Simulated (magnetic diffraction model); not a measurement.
# DyHoTe₃: what an assumed order does to the neutron pattern

Space group R3m (no. 160), a = 4.4540 Å, c = 31.1860 Å.

```
site  atom    x    y       z
  3a    Ho  1/3  2/3  0.2706
  3a    Dy  1/3  2/3  0.0651
  3a    Te    0    0  0.2164
  3a    Te  2/3  1/3  0.1161
  3a    Te  2/3  1/3  0.3294
```

This is a made-up structure (elements placed in a structure type, unrelaxed), so the numbers test the method and describe no known phase.

Only Ho and Dy are taken to order (form factors of Ho3+ and Dy3+); orders and moment sizes are assumed, and not adapted to the symmetry. Radiation: neutrons of λ = 2.52 Å (absorption by Dy left out), 8° to 65°; isotropic B of 0.13 Å² (Ho), 0.15 Å² (Dy) and 0.15 Å² (Te). Simulated constant-wavelength pattern: nuclear and magnetic terms add, the magnetic one as |2.695 fm × Σ f S⊥ exp(2πi Q·r) exp(−B s²)|², summed over all Q at one angle with the factor 1/(sin²θ cos θ). For collinear order S is the moment m, which repeats by lattice and centring translations R with the sign exp(−2πi k·R). Free-ion form factors, Sears's scattering lengths of 1992, no absorption; a label names one of the reflections at its angle. The strongest nuclear line in the range is 100, and lines under 0.2 are left out.

Assume the order k = (0 0 0), collinear moments along [101], 2.67 μB on Ho and 2.46 μB on Dy; signs + at (1/3, 2/3, 0.2706), − at (1/3, 2/3, 0.0651).

Predict the pattern, nuclear and magnetic parts apart.

| 2θ (°) | index | nuclear | magnetic |
| --- | --- | --- | --- |
| 13.92 | (0 0 3) | 23.9 | 0.6 |
| 28.06 | (0 0 6) | 14.4 | 0.1 |
| 38.43 | (1 0 1) | 13.2 | 4.7 |
| 39.33 | (0 1 2) | 6.2 | 11.0 |
| 42.65 | (0 0 9) | 1.7 | 0.0 |
| 42.75 | (1 0 4) | 6.1 | 2.4 |
| 45.17 | (0 1 5) | 100.0 | 0.1 |
| 51.20 | (1 0 7) | 4.2 | 4.0 |
| 54.72 | (0 1 8) | 12.3 | 2.6 |
| 58.00 | (0 0 12) | 1.3 | 0.0 |
| 62.60 | (1 0 10) | 46.0 | 0.1 |

The strongest magnetic line in the range is (0 1 2) at 39.33° (11.0). On top of the Lorentz factor, which all lines share, magnetic lines fade with angle because f falls: for Ho3+ it is 0.96, 0.85, 0.71 and 0.44 at sin θ/λ = 0.1, 0.2, 0.3 and 0.5 Å⁻¹, while nuclear lengths stay constant. The net moment is 0.21 μB a primitive cell.

[Logs are printed without paths, hosts, clocks, repeated set-up lines and the standing remarks that a program may print on its own settings, such as how far it seeks lower states.]
